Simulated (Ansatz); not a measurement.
# How fast states decay through Zn3CdTe4, part 3 of 3

Wanted: the relaxed cell of Zn3CdTe4, its band edges and its decay constants. It is built by putting Te for S in the Zn3CdS4 structure of space group P-43m, with the volume rescaled by atomic radii. The parent structure comes from the Materials Project.

Ansatz 0.2.0; r2SCAN DFT, plane waves, PAW files (the session's first sound run).

So far, gap on path (eV): step 3 (band edges) 1.54.

The structure was built from a prototype and need not be the compound's stable phase.

## Step 6: Band edges at another level, cutoff 420 eV

This step: PBEsol DFT, plane waves, PAW files (Ansatz 0.2.0).

The edges again with PBEsol, at the same atoms. Against that run the cutoff is 420 eV against 500.

input.yaml reads:

```yaml
crystal:
  lattice:
    - [6.2258645886, 0.0, 0.0]
    - [0.0, 6.2258645886, 0.0]
    - [0.0, 0.0, 6.2258645886]
  atoms:
    - { symbol: Zn, position: [0.0, 0.5, 0.5] }
    - { symbol: Zn, position: [0.5, 0.0, 0.5] }
    - { symbol: Zn, position: [0.5, 0.5, 0.0] }
    - { symbol: Cd, position: [0.0, 0.0, 0.0] }
    - { symbol: Te, position: [0.259657292, 0.259657292, 0.259657292] }
    - { symbol: Te, position: [0.740342708, 0.740342708, 0.259657292] }
    - { symbol: Te, position: [0.259657292, 0.740342708, 0.740342708] }
    - { symbol: Te, position: [0.740342708, 0.259657292, 0.740342708] }
kpoints:
  mp_grid: { grid: [4, 4, 4] }
  band_path: { path: [VBM, CBM], npoints: 30 }
scf:
  occupations: { method: fixed }
hamiltonian:
  xc: pbesol
output:
  eigenvalues: true
```

Command:

```console
$ ansatz run input.yaml --threads 2 --pin off --max-ram 4096MiB --backend cpu --events-out ev --progress --plain --runs-dir out
```

Numbers of over 12 decimals in the logs are rounded to 6 here.

What it wrote:

```text
[...]
Crystal: 8 atoms, lattice volume = 241.323 Å³
Basis set: ecut = 420 eV, 4729 PW (Γ)
Bands: 72, of which v1, the nominal top of the filled ones, is band 60 counted from 1 (59 counted from 0)
Symmetry: 24 space group operations
[...]
k-points: 10 of 64 (time reversal used)
[...]
SCF iter   1: F=—  HF=-45635.919348 eV  |F-HF|=—  |Δ(HF+E_count)|=         —  Δρ=3.36e-3  dr2=3.12e-2  ethr=1.77e-3  ⟨swp⟩=5.0  Hψ=2241  notcnv=0  defer=96
[...]
SCF iter   8: F=-45635.910298 eV  HF=-45635.910298 eV  |F-HF|=2.18e-8  |Δ(HF+E_count)|=   8.20e-7  Δρ=4.40e-6  dr2=3.64e-8  ethr=8.33e-11  ⟨swp⟩=12.1  Hψ=3475  notcnv=0
SCF 1 converged in 8 iterations: F = -45635.910298 eV  dr2 = 3.64e-8
[...]
SCF converged after 8 iterations
Free energy (F): -45635.910298 eV
[...]
Internal energy: -45635.910298 eV  (E = F + TS)
E sigma→0 (E₀):  -45635.910298 eV
Fermi energy:    6.822179 eV
[...]
--- Band table (eV; the first three rows and the last of 10) ---
  k-point 0: bands = [... 56 lower, 4.7973, 6.8222, 6.8222, 6.8222, 7.7321, 8.9268, 9.2249, 9.2249, ... 8 higher]
  k-point 1: bands = [... 56 lower, 5.0061, 5.4847, 6.4158, 6.4158, 8.9923, 9.1665, 9.6267, 9.9922, ... 8 higher]
  k-point 2: bands = [... 56 lower, 5.4963, 5.4963, 5.7602, 5.7602, 9.3991, 9.6256, 10.2434, 10.2800, ... 8 higher]
  k-point 9: bands = [... 56 lower, 5.9422, 6.1441, 6.1441, 6.1441, 8.4538, 8.4538, 8.4538, 8.6780, ... 8 higher]
```

Elapsed: 32 s, on 2 threads of Intel Xeon Platinum 8488C (Sapphire Rapids), shared host; peak memory 0.74 GiB.

Numbers from this step:

| Quantity | Value |
| --- | --- |
| free energy | -45635.9103 eV |
| Fermi energy | 6.822 eV |
| gap on the k-mesh | 0.9099 eV |
| gap on path | 0.9099 eV, by band count; negative where bands overlap |
| direct gap on path | 0.9099 eV |

Levels at VBM (eV): -6.78, -6.78, -6.78, -6.75, -6.70, -6.70, -6.70, -6.68, -6.68, -6.60, -6.60, -6.59, -6.46, -6.46, -6.46, -4.92, -4.92, -4.48, -2.08, -2.08, -2.08, -2.02, -2.02, -2.02, 0.00, 0.00, 0.00, 0.91, 2.10, 2.40, 2.40, 2.40, 2.45, 2.45, 4.47, 4.47, 4.47, 7.18.

The searched edges give 0.910 eV, as on the mesh.

For the gap on path, step 3 gave 1.54 eV; this run, with PBEsol and cutoff 420 eV, gives 0.910 eV.

## Step 7: Complex bands at another level, cutoff 420 eV

This step: PBEsol DFT, plane waves, PAW files; complex bands by layer matching along the plane's normal (Ansatz 0.2.0).

The complex bands at that level, over its own gap, at (0, 0) and (0.5, 0).

input.yaml: that of step 6 with these lines changed.

```diff
@@ -2,5 +2,5 @@
   lattice:
-    - [6.2258645886, 0.0, 0.0]
-    - [0.0, 6.2258645886, 0.0]
-    - [0.0, 0.0, 6.2258645886]
+    - [6.225864589, 0.0, 0.0]
+    - [0.0, 6.225864589, 0.0]
+    - [0.0, 0.0, 6.225864589]
   atoms:
@@ -16,3 +16,2 @@
   mp_grid: { grid: [4, 4, 4] }
-  band_path: { path: [VBM, CBM], npoints: 30 }
 scf:
@@ -23 +22,6 @@
   eigenvalues: true
+  transmission:
+    leads: [[0, 0]]
+    kpoints: [[0.0, 0.0], [0.5, 0.0]]
+    e_range: [-1.0, 1.91]
+    de: 0.06
```

What it wrote:

```text
[...]
Crystal: 8 atoms, lattice volume = 241.323 Å³
Basis set: ecut = 420 eV, 4729 PW (Γ)
Bands: 72, of which v1, the nominal top of the filled ones, is band 60 counted from 1 (59 counted from 0)
Symmetry: 24 space group operations
[...]
k-points: 10 of 64 (time reversal used)
[...]
SCF iter   1: F=—  HF=-45635.919347 eV  |F-HF|=—  |Δ(HF+E_count)|=         —  Δρ=3.36e-3  dr2=3.12e-2  ethr=1.77e-3  ⟨swp⟩=5.0  Hψ=2241  notcnv=0  defer=96
[...]
SCF iter   8: F=-45635.910298 eV  HF=-45635.910298 eV  |F-HF|=2.18e-8  |Δ(HF+E_count)|=   8.20e-7  Δρ=4.40e-6  dr2=3.64e-8  ethr=8.33e-11  ⟨swp⟩=12.2  Hψ=3485  notcnv=0
SCF 1 converged in 8 iterations: F = -45635.910298 eV  dr2 = 3.64e-8
[...]
transmission: 8 of 16 steps passed
transmission: 16 of 16 steps passed
SCF converged after 8 iterations
Free energy (F): -45635.910298 eV
[...]
Internal energy: -45635.910298 eV  (E = F + TS)
E sigma→0 (E₀):  -45635.910298 eV
Fermi energy:    6.822179 eV
[...]
--- Band table (eV; the first three rows and the last of 10) ---
  k-point 0: bands = [... 56 lower, 4.7973, 6.8222, 6.8222, 6.8222, 7.7321, 8.9268, 9.2249, 9.2249, ... 8 higher]
  k-point 1: bands = [... 56 lower, 5.0061, 5.4847, 6.4158, 6.4158, 8.9923, 9.1665, 9.6267, 9.9922, ... 8 higher]
  k-point 2: bands = [... 56 lower, 5.4963, 5.4963, 5.7602, 5.7602, 9.3991, 9.6256, 10.2434, 10.2800, ... 8 higher]
  k-point 9: bands = [... 56 lower, 5.9422, 6.1441, 6.1441, 6.1441, 8.4538, 8.4538, 8.4538, 8.6780, ... 8 higher]
--- Transmission ---
  basis      : 341 plane waves across, 8 finite elements along
  points     : 2, as listed
[...]
crystal 0  : Te4Zn3Cd1, at the sites [0, 0], period 6.2259 Å: whole cells are its period
[...]
channels       : 0.000000e0 a spin
[...]
slowest decay  : 0.0646 /Å at (0.0000, 0.0000)
```

Wall time 63 s (2 threads); peak memory 1.5 GiB; 2.1 min of CPU time.

This step gave:

```yaml
level_to_which_the_leads_are_filled: 0.4549 eV from the Fermi level
decay_constant_at_the_filling_level_zone_centre: 0.06456 Å⁻¹
decay_constant_at_the_filling_level_slowest_listed_point: 0.0646 Å⁻¹
```

K parallel (0, 0); values up to 1.5 1/Å, a degenerate pair printed once or twice; energies at which all values exceed this have no row. Im kz of the slowest decaying states against energy, zero at the highest filled level on the SCF mesh:

```tsv
energy (eV)	decay 1 (Å⁻¹)	decay 2 (Å⁻¹)	decay 3 (Å⁻¹)	decay 4 (Å⁻¹)
-1.00	0.273	0.316	0.322	0.913
-0.88	0.279	0.322	0.328	0.894
-0.70	0.287	0.329	0.333	0.865
-0.58	0.290	0.333	0.335	0.846
-0.40	0.293	0.335	0.335	0.817
-0.28	0.294	0.334	0.336	0.797
-0.16	0.293	0.332	0.336	0.777
0.02	0.0190	0.0521	0.291	0.326
0.14	0.0467	0.135	0.289	0.321
0.32	0.0617	0.200	0.284	0.310
0.44	0.0646	0.235	0.279	0.299
0.56	0.0629	0.274	0.275	0.317
0.74	0.0504	0.264	0.283	0.308
0.86	0.0294	0.257	0.286	0.301
1.04	0.243	0.288	0.289	0.552
1.16	0.233	0.280	0.288	0.525
1.28	0.221	0.270	0.286	0.496
1.46	0.201	0.252	0.281	0.451
1.58	0.184	0.239	0.253	0.300
1.76	0.154	0.216	0.220	0.312
1.88	0.127	0.198	0.198	0.317
```

K parallel (0, 0). Table of Re kz of states that move upwards by energy, zero at the highest filled level on the SCF mesh:

```tsv
energy (eV)	channel 1 (Å⁻¹)	channel 2 (Å⁻¹)	channel 3 (Å⁻¹)
-1.00	-0.458	-0.458	-0.200
-0.88	-0.412	-0.412	-0.181
-0.70	-0.352	-0.352	-0.152
-0.58	-0.312	-0.312	-0.133
-0.46	-0.271	-0.271	-0.114
-0.34	-0.228	-0.228	-0.0931
-0.16	-0.151	-0.151	-0.0589
-0.04	-0.0741	-0.0741	-0.0277
0.02	-	-	-
0.08	-	-	-
0.26	-	-	-
0.38	-	-	-
0.50	-	-	-
0.62	-	-	-
0.80	-	-	-
0.92	0.0139	-	-
1.04	0.0525	-	-
1.22	0.0880	-	-
1.34	0.109	-	-
1.46	0.129	-	-
1.58	0.149	-	-
1.76	0.179	-	-
1.88	0.199	-	-
```

K parallel (0.5, 0); values up to 1.5 1/Å, a degenerate pair printed once or twice; energies at which all values exceed this have no row. Im kz of the slowest decaying states against energy, zero at the highest filled level on the SCF mesh:

```tsv
energy (eV)	decay 1 (Å⁻¹)	decay 2 (Å⁻¹)	decay 3 (Å⁻¹)	decay 4 (Å⁻¹)
-1.000	0.0842	0.101	0.126	0.745
-0.820	0.0170	0.0898	0.168	0.181
-0.580	0.133	0.182	0.215	0.220
-0.400	0.190	0.233	0.237	0.240
-0.220	0.228	0.254	0.254	0.268
0.020	0.263	0.266	0.269	0.300
0.200	0.272	0.276	0.282	0.317
0.380	0.275	0.281	0.296	0.329
0.620	0.275	0.283	0.310	0.339
0.800	0.273	0.282	0.316	0.343
0.980	0.269	0.278	0.319	0.344
1.220	0.259	0.271	0.312	0.326
1.400	0.249	0.262	0.299	0.329
1.580	0.237	0.252	0.289	0.320
1.820	0.215	0.233	0.274	0.307
```

At the listed wavevectors the last open channel is at -0.04 eV and the next at +0.92 eV on the grid. At +0.44 eV, the grid energy nearest the filling level (the middle of the gap on the SCF mesh), the slowest state at the listed wavevectors decays with κ = 0.0646 Å⁻¹, its amplitude falling by e over 15 Å; the first such run, plane (001), gave 0.103 Å⁻¹.

## Step 8: Outcome

```yaml
band_gap: 1.54 eV
least_decay_constant_at_mid_gap_normal_to_001: 0.103 Å⁻¹
least_decay_constant_on_a_mesh_normal_to_001: 0.103 Å⁻¹
least_decay_constant_pbesol: 0.0646 Å⁻¹
```

**Reading.** With r2SCAN, the slowest decay at the wavevectors tried is κ = 0.103 Å⁻¹, normal to (001). Through such a film the transmission near mid-gap falls as exp(−2κd), a factor of ten every 11 Å. A free electron under a barrier of half the gap would need a mass of 0.053 mₑ to decay at this rate. With PBEsol the gap goes from 1.54 to 0.910 eV and the decay constant, over the first 2 listed wavevectors, from 0.103 to 0.0646 Å⁻¹. The compound is made up by substitution; its stability against other phases and against distortions of the cell's symmetry was not tested. r2SCAN still narrows gaps, if less than LDA and GGA do, while spin-orbit coupling, left out here, narrows them in compounds of heavy elements, so the error in κ can go either way.

[Logs are printed without paths, hosts, clocks, repeated set-up lines and the standing remarks that a program may print on its own settings, such as how far it seeks lower states.]

[Hosts, paths, dates, database ids (printed as entryN), source tags and the programs' standing remarks are cut or masked in the printed files.]
